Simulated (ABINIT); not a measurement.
```
! title: Beyond one shot: CsCaBr3 (Pm-3m)
! method: RPA screening on LDA from quasiparticle energies, plane waves, norm-conserving pseudopotentials (and 5 further levels or steps)
! program: ABINIT 10.8.3
! settings: cutoff 30 Ha, PseudoDojo scalar-relativistic 0.4.1 standard, norm-conserving, ngkpt (2, 2, 2), nband 246, ecuteps 4.8 Ha, gwcalctyp 10, inclvkb 2, shiftk (0, 0, 0), symchi 1, awtr 1, frequency ppm, cycle 3, q points all but q = 0, 2×2×2 k-mesh
! cost: 15 runs, 58 min in all on 4 MPI ranks of Arm Neoverse V1, shared host
! notes: The cell and positions are those that the Materials Project relaxed with its own functionals (PBE, PBE+U or r2SCAN), kept fixed. Limits: no spin-orbit coupling. The first cycle of evGW0 takes the full correction, without the factor Z, so it overshoots the one-shot value. The 2×2×2 mesh is coarse for this cell, which bears on the long-range parts of exchange and screening.
! G0W0: 6.324 eV
! evGW0, cycle 1: 6.805 eV
! evGW0, cycle 2: 6.636 eV
! evGW0, cycle 3: 6.643 eV
! evGW, cycle 1: 7.170 eV
! evGW, cycle 2: 7.219 eV
! evGW, cycle 3: 7.220 eV
! known limits: short of the basis limit; no spin-orbit coupling; coarse k mesh
CELL_PARAMETERS angstrom
5.70867 0.00000 0.00000
0.00000 5.70867 0.00000
0.00000 0.00000 5.70867
ATOMIC_POSITIONS crystal
Cs 0.00000 0.00000 0.00000
Ca 0.50000 0.50000 0.50000
Br 0.50000 0.00000 0.50000
Br 0.00000 0.50000 0.50000
Br 0.50000 0.50000 0.00000
```

[Long decimals in the printed logs are rounded to 6 places.]

[Logs are printed without paths, hosts, clocks, repeated set-up lines and the standing remarks that a program may print on its own settings, such as how far it seeks lower states.]

[Paths, hosts, dates, memory and timing lines, banners, echoed tables and standing remarks are left out of the program output; an Ansatz launch command may be rebuilt from the run's recorded settings. Measured values are a selection of at most five: reports struck by readers or far from the other reports are left out. None is set beside runs whose start may be inverted or whose files or cutoffs have a known fault.]

[Runs of the session that timed out or met a known fault of the program may be left out.]

[Hosts, paths, dates, database ids (printed as entryN), source tags and the programs' standing remarks are cut or masked in the printed files.]

[G0W0 gaps are taken among the corrected bands and points alone; a level outside them can change the order at an edge.]

[Where Ansatz stands beside ABINIT at settings called matched, ABINIT's density can come from a denser mesh and the files from another edition; pairs whose starting gaps differed by over 0.03 eV were left out, so agreement reads better than it is.]
